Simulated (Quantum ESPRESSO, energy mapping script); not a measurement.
# NiO: J from the energies of magnetic orders, part 2 of 3

How strongly do the moments of NiO couple under PBE+U (6 eV), QE, GBRV? The plan is to run several orders and fit a Heisenberg model.

PBE with U = 6 eV on Ni d, ortho-atomic projectors; plane waves, U on orthogonalised atomic orbitals unless named otherwise, collinear spin, no spin–orbit coupling.

So far. Step 3 (Compensated +− start in cell A (4 atoms)): The run ends antiferromagnetic, 10.67 meV a magnetic atom above the parallel order of its cell. Step 4 (Order 3: parallel, cell B of 4 atoms): The run ends ferromagnetic. For each magnetic atom its energy differs from the parallel run of the first cell by -0.14 meV, an error that one common reference would have brought in.

### Step 5. Compensated +− start in cell B (4 atoms)

Level of this step: PBE with U = 6 eV on Ni d, ortho-atomic projectors, GBRV potentials (Quantum ESPRESSO).

This order reverses 6 of the 12 neighbours at 2.95 Å, 6 of the 6 neighbours at 4.17 Å and 12 of the 24 neighbours at 5.11 Å, counted for an average magnetic atom.

pw.in

```
&control
  calculation = 'scf'
  prefix = 'pw'
  outdir = './tmp/'
  pseudo_dir = './pseudo/'
  verbosity = 'low'
/
&system
  ibrav = 0
  nat = 4
  ntyp = 3
  ecutwfc = 45
  ecutrho = 360
  nbnd = 36
  occupations = 'smearing'
  smearing = 'fd'
  degauss = 0.00367493
  nspin = 2
  starting_magnetization(1) = 0.1111
  starting_magnetization(2) = -0.1111
/
&electrons
  conv_thr = 1.0e-08
  electron_maxstep = 120
  mixing_beta = 0.3
  mixing_mode = 'plain'
/
ATOMIC_SPECIES
  Ni1 58.6934 Ni.upf
  Ni2 58.6934 Ni.upf
  O 15.9990 O.upf
CELL_PARAMETERS angstrom
  0.00000000 -2.08590164 -2.08590164
  -2.08590164 0.00000000 -2.08590164
  2.08590164 2.08590164 -4.17180328
ATOMIC_POSITIONS crystal
  Ni1 0.50000000 0.50000000 0.50000000
  Ni2 0.00000000 0.00000000 0.00000000
  O 0.75000000 0.75000000 0.75000000
  O 0.25000000 0.25000000 0.25000000
K_POINTS automatic
  8 8 8 0 0 0
HUBBARD {ortho-atomic}
U Ni1-3d 6
U Ni2-3d 6
```

Launch:

```
$ OMP_NUM_THREADS=1 mpirun -n 8 pw.x -nk 8 -in pw.in > pw.out
```

Output:

```text
[banner, memory and clock lines left out]
Program PWSCF v.7.5 starts
[...]
unit-cell volume          =     244.9842 (a.u.)^3
     number of atoms/cell      =            4
[...]
number of electrons       =        48.00
     number of Kohn-Sham states=           36
     kinetic-energy cutoff     =      45.0000  Ry
     charge density cutoff     =     360.0000  Ry
[...]
The total energy is F=E-TS. E is the sum of the following terms:
     one-electron contribution =    -432.02850793 Ry
     hartree contribution      =     245.40905891 Ry
     xc contribution           =     -85.92591438 Ry
     ewald contribution        =    -478.44661533 Ry
     Hubbard energy            =       0.13788424 Ry
     total magnetization       =    -0.00 Bohr mag/cell
     absolute magnetization    =     3.62 Bohr mag/cell
     convergence has been achieved in  16 iterations
[key lines of the parts left out:]
!    total energy              =    -750.85409450 Ry
the Fermi energy is    14.6897 ev
```

Run time: 40 s. Hardware: 8 MPI ranks of Arm Neoverse N1, shared host; peak memory 0.77 GiB; 5.3 min of CPU time.

The run ends antiferromagnetic, 104.49 meV a magnetic atom below the parallel order of its cell.

### Step 6. Order 5: parallel, cell C of 6 atoms

The parallel order again, as the reference for this cell.

pw.in

```
&control
  calculation = 'scf'
  prefix = 'pw'
  outdir = './tmp/'
  pseudo_dir = './pseudo/'
  verbosity = 'low'
/
&system
  ibrav = 0
  nat = 6
  ntyp = 2
  ecutwfc = 45
  ecutrho = 360
  nbnd = 55
  occupations = 'smearing'
  smearing = 'fd'
  degauss = 0.00367493
  nspin = 2
  starting_magnetization(1) = 0.1111
/
&electrons
  conv_thr = 1.5e-08
  electron_maxstep = 120
  mixing_beta = 0.3
  mixing_mode = 'plain'
/
ATOMIC_SPECIES
  Ni 58.6934 Ni.upf
  O 15.9990 O.upf
CELL_PARAMETERS angstrom
  0.00000000 2.08590164 2.08590164
  -2.08590164 0.00000000 -2.08590164
  -4.17180328 -4.17180328 4.17180328
ATOMIC_POSITIONS crystal
  Ni 0.00000000 0.00000000 0.00000000
  Ni 0.33333333 0.66666667 0.66666667
  Ni 0.66666667 0.33333333 0.33333333
  O 0.66666667 0.33333333 0.83333333
  O 0.00000000 0.00000000 0.50000000
  O 0.33333333 0.66666667 0.16666667
K_POINTS automatic
  8 8 3 0 0 0
HUBBARD {ortho-atomic}
U Ni-3d 6
```

Output:

```text
[banner, memory and clock lines left out]
Program PWSCF v.7.5 starts
[...]
unit-cell volume          =     367.4763 (a.u.)^3
     number of atoms/cell      =            6
[...]
number of electrons       =        72.00
     number of Kohn-Sham states=           55
     kinetic-energy cutoff     =      45.0000  Ry
     charge density cutoff     =     360.0000  Ry
[...]
The total energy is F=E-TS. E is the sum of the following terms:
     one-electron contribution =    -647.68142061 Ry
     hartree contribution      =     367.81829590 Ry
     xc contribution           =    -128.90725085 Ry
     ewald contribution        =    -717.66992300 Ry
     Hubbard energy            =       0.18219696 Ry
     total magnetization       =     6.00 Bohr mag/cell
     absolute magnetization    =     6.04 Bohr mag/cell
     convergence has been achieved in  13 iterations
[key lines of the parts left out:]
!    total energy              =   -1126.25810160 Ry
the Fermi energy is    14.8529 ev
```

Wall time 32 s (8 MPI ranks); peak memory 0.88 GiB.

The run ends ferromagnetic. For each magnetic atom its energy differs from the parallel run of the first cell by -0.14 meV, an error that one common reference would have brought in.

### Step 7. Run 6 (uncompensated ++−; cell C, 6 atoms)

This order reverses 4 of the 12 neighbours at 2.95 Å, 4 of the 6 neighbours at 4.17 Å and 12 of the 24 neighbours at 5.11 Å, counted for an average magnetic atom.

pw.in, as its differences from that of step 6:

```diff
@@ -10,6 +10,6 @@
   nat = 6
-  ntyp = 2
+  ntyp = 3
   ecutwfc = 45
   ecutrho = 360
-  nbnd = 55
+  nbnd = 53
   occupations = 'smearing'
@@ -19,2 +19,3 @@
   starting_magnetization(1) = 0.1111
+  starting_magnetization(2) = -0.1111
 /
@@ -27,3 +28,4 @@
 ATOMIC_SPECIES
-  Ni 58.6934 Ni.upf
+  Ni1 58.6934 Ni.upf
+  Ni2 58.6934 Ni.upf
   O 15.9990 O.upf
@@ -34,5 +36,5 @@
 ATOMIC_POSITIONS crystal
-  Ni 0.00000000 0.00000000 0.00000000
-  Ni 0.33333333 0.66666667 0.66666667
-  Ni 0.66666667 0.33333333 0.33333333
+  Ni1 0.00000000 0.00000000 0.00000000
+  Ni1 0.33333333 0.66666667 0.66666667
+  Ni2 0.66666667 0.33333333 0.33333333
   O 0.66666667 0.33333333 0.83333333
@@ -43,2 +45,3 @@
 HUBBARD {ortho-atomic}
-U Ni-3d 6
+U Ni1-3d 6
+U Ni2-3d 6
```

Output:

```text
[banner, memory and clock lines left out]
Program PWSCF v.7.5 starts
[...]
unit-cell volume          =     367.4763 (a.u.)^3
     number of atoms/cell      =            6
[...]
number of electrons       =        72.00
     number of Kohn-Sham states=           53
     kinetic-energy cutoff     =      45.0000  Ry
     charge density cutoff     =     360.0000  Ry
[...]
The total energy is F=E-TS. E is the sum of the following terms:
     one-electron contribution =    -647.93560881 Ry
     hartree contribution      =     368.02544924 Ry
     xc contribution           =    -128.89369709 Ry
     ewald contribution        =    -717.66992300 Ry
     Hubbard energy            =       0.19964186 Ry
     total magnetization       =     2.00 Bohr mag/cell
     absolute magnetization    =     5.61 Bohr mag/cell
     convergence has been achieved in  16 iterations
[key lines of the parts left out:]
!    total energy              =   -1126.27413780 Ry
the Fermi energy is    14.5571 ev
```

Elapsed: 38 s, on 8 MPI ranks; peak memory 0.9 GiB; 5.1 min of CPU time.

The run ends ferrimagnetic, 72.73 meV a magnetic atom below the parallel order of its cell.

### Step 8. Parallel start in cell D (6 atoms)

A new cell needs its own zero of energy.

This run holds the same structure in another cell (c 7.226 → 6.596 Å, α 90.0 → 102.9°, β 90.0 → 102.9°, γ 120.0 → 90.0°).

pw.in

```
&control
  calculation = 'scf'
  prefix = 'pw'
  outdir = './tmp/'
  pseudo_dir = './pseudo/'
  verbosity = 'low'
/
&system
  ibrav = 0
  nat = 6
  ntyp = 2
  ecutwfc = 45
  ecutrho = 360
  nbnd = 55
  occupations = 'smearing'
  smearing = 'fd'
  degauss = 0.00367493
  nspin = 2
  starting_magnetization(1) = 0.1111
/
&electrons
  conv_thr = 1.5e-08
  electron_maxstep = 120
  mixing_beta = 0.3
  mixing_mode = 'plain'
/
ATOMIC_SPECIES
  Ni 58.6934 Ni.upf
  O 15.9990 O.upf
CELL_PARAMETERS angstrom
  0.00000000 2.08590164 2.08590164
  0.00000000 2.08590164 -2.08590164
  -6.25770492 -2.08590164 0.00000000
ATOMIC_POSITIONS crystal
  Ni 0.00000000 0.00000000 0.00000000
  Ni 0.33333333 0.33333333 0.66666667
  Ni 0.66666667 0.66666667 0.33333333
  O 0.83333333 0.83333333 0.66666667
  O 0.16666667 0.16666667 0.33333333
  O 0.50000000 0.50000000 0.00000000
K_POINTS automatic
  7 7 7 0 0 0
HUBBARD {ortho-atomic}
U Ni-3d 6
```

Output:

```text
[banner, memory and clock lines left out]
Program PWSCF v.7.5 starts
[...]
unit-cell volume          =     367.4763 (a.u.)^3
     number of atoms/cell      =            6
[...]
number of electrons       =        72.00
     number of Kohn-Sham states=           55
     kinetic-energy cutoff     =      45.0000  Ry
     charge density cutoff     =     360.0000  Ry
[...]
The total energy is F=E-TS. E is the sum of the following terms:
     one-electron contribution =    -647.68153448 Ry
     hartree contribution      =     367.81844983 Ry
     xc contribution           =    -128.90727028 Ry
     ewald contribution        =    -717.66992300 Ry
     Hubbard energy            =       0.18219282 Ry
     total magnetization       =     6.00 Bohr mag/cell
     absolute magnetization    =     6.04 Bohr mag/cell
     convergence has been achieved in  13 iterations
[key lines of the parts left out:]
!    total energy              =   -1126.25808511 Ry
the Fermi energy is    14.7579 ev
```

Elapsed: 44 s, on 8 MPI ranks; peak memory 0.9 GiB.

The run ends ferromagnetic. For each magnetic atom its energy differs from the parallel run of the first cell by -0.06 meV, an error that one common reference would have brought in.

### Step 9. Run 8 (uncompensated ++−; cell D, 6 atoms)

This order reverses 5.33 of the 12 neighbours at 2.95 Å, 1.33 of the 6 neighbours at 4.17 Å and 16 of the 24 neighbours at 5.11 Å, counted for an average magnetic atom.

pw.in, as its differences from that of step 8:

```diff
@@ -10,6 +10,6 @@
   nat = 6
-  ntyp = 2
+  ntyp = 3
   ecutwfc = 45
   ecutrho = 360
-  nbnd = 55
+  nbnd = 53
   occupations = 'smearing'
@@ -19,2 +19,3 @@
   starting_magnetization(1) = 0.1111
+  starting_magnetization(2) = -0.1111
 /
@@ -27,3 +28,4 @@
 ATOMIC_SPECIES
-  Ni 58.6934 Ni.upf
+  Ni1 58.6934 Ni.upf
+  Ni2 58.6934 Ni.upf
   O 15.9990 O.upf
@@ -34,5 +36,5 @@
 ATOMIC_POSITIONS crystal
-  Ni 0.00000000 0.00000000 0.00000000
-  Ni 0.33333333 0.33333333 0.66666667
-  Ni 0.66666667 0.66666667 0.33333333
+  Ni1 0.00000000 0.00000000 0.00000000
+  Ni1 0.33333333 0.33333333 0.66666667
+  Ni2 0.66666667 0.66666667 0.33333333
   O 0.83333333 0.83333333 0.66666667
@@ -43,2 +45,3 @@
 HUBBARD {ortho-atomic}
-U Ni-3d 6
+U Ni1-3d 6
+U Ni2-3d 6
```

Output:

```text
[banner, memory and clock lines left out]
Program PWSCF v.7.5 starts
[...]
unit-cell volume          =     367.4763 (a.u.)^3
     number of atoms/cell      =            6
[...]
number of electrons       =        72.00
     number of Kohn-Sham states=           53
     kinetic-energy cutoff     =      45.0000  Ry
     charge density cutoff     =     360.0000  Ry
[...]
The total energy is F=E-TS. E is the sum of the following terms:
     one-electron contribution =    -647.73462163 Ry
     hartree contribution      =     367.85419764 Ry
     xc contribution           =    -128.89931317 Ry
     ewald contribution        =    -717.66992300 Ry
     Hubbard energy            =       0.18695442 Ry
     total magnetization       =     2.00 Bohr mag/cell
     absolute magnetization    =     5.75 Bohr mag/cell
     convergence has been achieved in  13 iterations
[key lines of the parts left out:]
!    total energy              =   -1126.26270574 Ry
the Fermi energy is    14.8465 ev
```

Wall time 44 s (8 MPI ranks); peak memory 0.91 GiB; 5.8 min of CPU time.

The run ends ferrimagnetic, 20.96 meV a magnetic atom below the parallel order of its cell.

### Step 10. Order 9: parallel, cell E of 6 atoms

The parallel order again, as the reference for this cell.

This run holds the same structure in another cell (b 2.950 → 4.172 Å, c 6.596 → 5.109 Å, α 102.9 → 114.1°, β 102.9 → 106.8°).

pw.in

```
&control
  calculation = 'scf'
  prefix = 'pw'
  outdir = './tmp/'
  pseudo_dir = './pseudo/'
  verbosity = 'low'
/
&system
  ibrav = 0
  nat = 6
  ntyp = 2
  ecutwfc = 45
  ecutrho = 360
  nbnd = 55
  occupations = 'smearing'
  smearing = 'fd'
  degauss = 0.00367493
  nspin = 2
  starting_magnetization(1) = 0.1111
/
&electrons
  conv_thr = 1.5e-08
  electron_maxstep = 120
  mixing_beta = 0.3
  mixing_mode = 'plain'
/
ATOMIC_SPECIES
  Ni 58.6934 Ni.upf
  O 15.9990 O.upf
CELL_PARAMETERS angstrom
  0.00000000 -2.08590164 -2.08590164
  -4.17180328 0.00000000 0.00000000
  2.08590164 4.17180328 -2.08590164
ATOMIC_POSITIONS crystal
  Ni 0.66666667 0.66666667 0.33333333
  Ni 0.33333333 0.33333333 0.66666667
  Ni 0.00000000 0.00000000 0.00000000
  O 0.66666667 0.16666667 0.33333333
  O 0.33333333 0.83333333 0.66666667
  O 0.00000000 0.50000000 0.00000000
K_POINTS automatic
  8 8 8 0 0 0
HUBBARD {ortho-atomic}
U Ni-3d 6
```

Output:

```text
[banner, memory and clock lines left out]
Program PWSCF v.7.5 starts
[...]
unit-cell volume          =     367.4763 (a.u.)^3
     number of atoms/cell      =            6
[...]
number of electrons       =        72.00
     number of Kohn-Sham states=           55
     kinetic-energy cutoff     =      45.0000  Ry
     charge density cutoff     =     360.0000  Ry
[...]
The total energy is F=E-TS. E is the sum of the following terms:
     one-electron contribution =    -647.68141429 Ry
     hartree contribution      =     367.81827638 Ry
     xc contribution           =    -128.90723722 Ry
     ewald contribution        =    -717.66992300 Ry
     Hubbard energy            =       0.18219463 Ry
     total magnetization       =     6.00 Bohr mag/cell
     absolute magnetization    =     6.04 Bohr mag/cell
     convergence has been achieved in  13 iterations
[key lines of the parts left out:]
!    total energy              =   -1126.25810351 Ry
the Fermi energy is    14.7304 ev
```

Run time: 1.8 min. Hardware: 8 MPI ranks; peak memory 1.1 GiB; 15 min of CPU time.

The run ends ferromagnetic. For each magnetic atom its energy differs from the parallel run of the first cell by -0.15 meV, an error that one common reference would have brought in.

### Step 11. Order 10: uncompensated ++−, cell E of 6 atoms

This order reverses 6.67 of the 12 neighbours at 2.95 Å, 2.67 of the 6 neighbours at 4.17 Å and 8 of the 24 neighbours at 5.11 Å, counted for an average magnetic atom.

pw.in, as its differences from that of step 10:

```diff
@@ -10,6 +10,6 @@
   nat = 6
-  ntyp = 2
+  ntyp = 3
   ecutwfc = 45
   ecutrho = 360
-  nbnd = 55
+  nbnd = 53
   occupations = 'smearing'
@@ -19,2 +19,3 @@
   starting_magnetization(1) = 0.1111
+  starting_magnetization(2) = -0.1111
 /
@@ -27,3 +28,4 @@
 ATOMIC_SPECIES
-  Ni 58.6934 Ni.upf
+  Ni1 58.6934 Ni.upf
+  Ni2 58.6934 Ni.upf
   O 15.9990 O.upf
@@ -34,5 +36,5 @@
 ATOMIC_POSITIONS crystal
-  Ni 0.66666667 0.66666667 0.33333333
-  Ni 0.33333333 0.33333333 0.66666667
-  Ni 0.00000000 0.00000000 0.00000000
+  Ni1 0.66666667 0.66666667 0.33333333
+  Ni1 0.33333333 0.33333333 0.66666667
+  Ni2 0.00000000 0.00000000 0.00000000
   O 0.66666667 0.16666667 0.33333333
@@ -43,2 +45,3 @@
 HUBBARD {ortho-atomic}
-U Ni-3d 6
+U Ni1-3d 6
+U Ni2-3d 6
```

Output:

```text
[banner, memory and clock lines left out]
Program PWSCF v.7.5 starts
[...]
unit-cell volume          =     367.4763 (a.u.)^3
     number of atoms/cell      =            6
[...]
number of electrons       =        72.00
     number of Kohn-Sham states=           53
     kinetic-energy cutoff     =      45.0000  Ry
     charge density cutoff     =     360.0000  Ry
[...]
The total energy is F=E-TS. E is the sum of the following terms:
     one-electron contribution =    -647.82245424 Ry
     hartree contribution      =     367.92574947 Ry
     xc contribution           =    -128.89463801 Ry
     ewald contribution        =    -717.66992300 Ry
     Hubbard energy            =       0.19302445 Ry
     total magnetization       =     2.00 Bohr mag/cell
     absolute magnetization    =     5.61 Bohr mag/cell
     convergence has been achieved in  16 iterations
[key lines of the parts left out:]
!    total energy              =   -1126.26824134 Ry
the Fermi energy is    14.6637 ev
```

Run time: 2.1 min. Hardware: 8 MPI ranks; peak memory 1.1 GiB.

The run ends ferrimagnetic, 45.98 meV a magnetic atom below the parallel order of its cell.

(Part 2 of 3 ends here.)

[Logs and program files are shortened in this print: banners, set-up blocks, solver, clock and traceback lines can be left out without a mark of their own.]

[Logs are printed without paths, hosts, clocks, repeated set-up lines and the standing remarks that a program may print on its own settings, such as how far it seeks lower states.]

[Hosts, paths, dates, database ids (printed as entryN), source tags and the programs' standing remarks are cut or masked in the printed files.]

[Where a cell is said to come from a database of computed structures, the database is the Materials Project.]
